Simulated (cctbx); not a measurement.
**What is wrong with this refinement?**

Cell a = 4.1920 Å, b = 4.1920 Å, c = 7.6410 Å, α = 90.00°, β = 90.00°, γ = 120.00°; space group P6_3/mmc (no. 194).

Simulated single-crystal data (cctbx): synchrotron X-rays, λ = 0.7749 Å, to d = 0.75 Å, 80 % of the full sphere, strongest reflection 20000 counts, noise from counting, a 2 % proportional error and a noise floor of 8 counts (s.d.); no absorption.

An anisotropic refinement with weights 1/σ² prints:

```text
Rint 0.020, 73 unique reflections to 0.76 A
cycle     R1     wR2    GooF  max shift (A)
   1  0.0150  0.0283   2.332   0.00000
   2  0.0093  0.0167   1.376   0.00000
final R1 0.0093 wR2 0.0167 GooF 1.376  parameters 6  data/parameter 12.2
atom        x        y        z      Ueq    occ   su(xyz)  su(Uiso or U11)
La1    0.00000  0.00000  0.00000   0.0102  1.000  0.00000  0.0001
Fe1    0.66667  0.33333  0.75000   0.0135  1.000  0.00000  0.0002
Ti1    0.66667  0.33333  0.25000   0.0369  1.000  0.00000  0.0005
difference map: max 0.20 min -0.48 rms 0.09
Q1    0.3333  0.6667  0.1021    4    0.20  1.13 A from Fe1
Q2    0.1500  0.4567  0.6522   24    0.17  1.12 A from Ti1
Q3    0.2133  0.4266  0.1876   12    0.16  0.99 A from Fe1
Q4    0.9769  0.2203  0.1262   24    0.16  1.37 A from La1
Q5    0.1243  0.2485  0.9956   12    0.16  0.90 A from La1
Q6    0.9923  0.4962  0.2500    6    0.15  1.18 A from Ti1
```

**Question.** Can this result stand? If not, what is the likely fault?

Mend it. The fault: wrong element: La1 is Ce. Against the right model at the same level, R1 goes from 0.0064 to 0.0093 and GooF from 0.92 to 1.38 and a hole of -0.5 e/Å³ opens. La1 has 1 electron too few, yet its U moves the other way: dispersion, the scale or a false minimum can outweigh the electron count. The signs are weak, and the output alone doesn't single this fault out.

The compound is CeTiFe. The right model at the same level gives:

```text
Rint 0.020, 73 unique reflections to 0.76 A
cycle     R1     wR2    GooF  max shift (A)
   1  0.0086  0.0174   1.434   0.00000
   2  0.0064  0.0112   0.923   0.00000
final R1 0.0064 wR2 0.0112 GooF 0.923  parameters 6  data/parameter 12.2
atom        x        y        z      Ueq    occ   su(xyz)  su(Uiso or U11)
Ce1    0.00000  0.00000  0.00000   0.0101  1.000  0.00000  0.0001
Fe1    0.66667  0.33333  0.75000   0.0124  1.000  0.00000  0.0002
Ti1    0.66667  0.33333  0.25000   0.0357  1.000  0.00000  0.0003
difference map: max 0.15 min -0.15 rms 0.06
Q1    0.1300  0.2600  0.9997   12    0.15  0.94 A from Ce1
Q2    0.3333  0.6667  0.1013    4    0.15  1.14 A from Fe1
Q3    0.0769  0.5384  0.7500    6    0.14  0.93 A from Ti1
Q4    0.2223  0.4446  0.6458   12    0.13  1.13 A from Ti1
Q5    0.0388  0.2525  0.6189   24    0.13  1.34 A from Ce1
Q6    0.2197  0.4394  0.1893   12    0.12  0.95 A from Fe1
```

The model was made for the exercise: a known structure type with other elements put in, its volume estimated, not relaxed; displacement parameters are assumed.

[Middle refinement cycles are left out of these outputs.]

[Logs are printed without paths, hosts, clocks, repeated set-up lines and the standing remarks that a program may print on its own settings, such as how far it seeks lower states.]
